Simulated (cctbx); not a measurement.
## Diagnosing a refinement

Cell a = 10.1100 Å, b = 10.1100 Å, c = 4.0960 Å, α = 90.00°, β = 90.00°, γ = 120.00°; space group P-6 (no. 174). The compound is Ca2Ni12Bi6As.

Simulated single-crystal data (cctbx): Mo Kα, λ = 0.71073 Å, to d = 0.65 Å, 50 % of the full sphere, strongest reflection 5000 counts, noise from counting, a 1.5 % proportional error and a noise floor of 4 counts (s.d.); no absorption.

An anisotropic refinement with weights 1/σ² prints:

```text
Rint 0.060, 1011 unique reflections to 0.65 A
cycle     R1     wR2    GooF  max shift (A)
   1  0.0629  0.1265   1.841   0.02159
   4  0.0451  0.0870   1.266   0.00018
final R1 0.0451 wR2 0.0870 GooF 1.266  parameters 42  data/parameter 24.1
atom        x        y        z      Ueq    occ   su(xyz)  su(Uiso or U11)
Bi1    0.70680  0.11247  0.50000   0.0093  1.000  0.00015  0.0005
Bi2    0.11731  0.40300  0.00000   0.0107  1.000  0.00016  0.0006
Ca1    0.00000  0.00000  0.00000  -0.0010  1.000  0.00000  0.0015  NPD
Ni1    0.11324  0.21113  0.50000   0.0266  1.000  0.00067  0.0024
Ni2    0.95058  0.37575  0.50000   0.0208  1.000  0.00072  0.0025
Ni3    0.86978  0.14133  0.00000   0.0369  1.000  0.00072  0.0030
Ni4    0.38302  0.44050  0.00000   0.0184  1.000  0.00065  0.0022
As1    0.33333  0.66667  0.50000   0.0898  1.000  0.00000  0.0072
Ca2    0.66667  0.33333  0.00000   0.0129  1.000  0.00000  0.0027
difference map: max 8.55 min -5.97 rms 0.88
Q1    0.0000  0.0000  0.0000    1    8.66  0.00 A from Ca1
Q2    0.0000  0.0000  0.5000    1    7.26  1.85 A from Ni1
Q3    0.3333  0.6667  0.5000    1    6.40  0.00 A from As1
Q4    0.2102  0.0331  0.0000    3    3.76  0.86 A from Ni3
Q5    0.0401  0.8601  0.0000    3    3.32  1.64 A from Ni3
Q6    0.2785  0.6892  0.0000    3    3.07  1.92 A from Bi2
```

**Question.** Can this result stand? If not, what is the likely fault?

Mend it. The fault: elements exchanged: As1 is Ca and Ca1 is As. Against the right model at the same level, R1 goes from 0.0338 to 0.0451 and GooF from 0.93 to 1.27, U of Ca1 shrinks from 0.0219 to -0.0010 Å², U of As1 swells from 0.0207 to 0.0898 Å², U of Ca2 shrinks from 0.0266 to 0.0129 Å², the top difference peak, 8.7 e/Å³, lies on Ca1 and Ca1 goes non-positive-definite. As1 has 13 electrons too many and its U swells to shed them, as expected; Ca1 has 13 electrons too few and its U shrinks to make up, as expected.

The compound is Ca2Ni12Bi6As. The right model at the same level gives:

```text
Rint 0.060, 1011 unique reflections to 0.65 A
cycle     R1     wR2    GooF  max shift (A)
   1  0.0365  0.0706   1.028   0.01159
   2  0.0338  0.0641   0.934   0.00005
final R1 0.0338 wR2 0.0641 GooF 0.934  parameters 42  data/parameter 24.1
atom        x        y        z      Ueq    occ   su(xyz)  su(Uiso or U11)
Bi1    0.70677  0.11242  0.50000   0.0090  1.000  0.00011  0.0004
Bi2    0.11708  0.40272  0.00000   0.0107  1.000  0.00012  0.0004
As1    0.00000  0.00000  0.00000   0.0219  1.000  0.00000  0.0012
Ni1    0.11252  0.21093  0.50000   0.0263  1.000  0.00048  0.0017
Ni2    0.95085  0.37681  0.50000   0.0195  1.000  0.00052  0.0017
Ni3    0.87020  0.14051  0.00000   0.0344  1.000  0.00054  0.0024
Ni4    0.38242  0.44098  0.00000   0.0203  1.000  0.00051  0.0017
Ca1    0.33333  0.66667  0.50000   0.0207  1.000  0.00000  0.0026
Ca2    0.66667  0.33333  0.00000   0.0266  1.000  0.00000  0.0035
Flack x: 0.03(3)
Hooft y: 0.029(29)  Bijvoet pairs: 489
difference map: max 3.06 min -3.28 rms 0.64
Q1    0.3256  0.1269  0.5000    3    3.27  1.46 A from Bi1
Q2    0.2773  0.7114  0.0000    3    3.09  1.69 A from Bi2
Q3    0.1281  0.8113  0.0000    3    3.06  1.38 A from Bi2
Q4    0.2743  0.1674  0.1834    6    2.54  0.83 A from Ni3
Q5    0.0973  0.4770  0.2679    6    2.27  1.40 A from Bi2
Q6    0.0835  0.6427  0.3958    6    2.20  1.64 A from Ni4
```

This is a model crystal, built by substitution and not relaxed, with assumed displacement parameters.

[Middle refinement cycles are left out of these outputs.]

[Logs are printed without paths, hosts, clocks, repeated set-up lines and the standing remarks that a program may print on its own settings, such as how far it seeks lower states.]
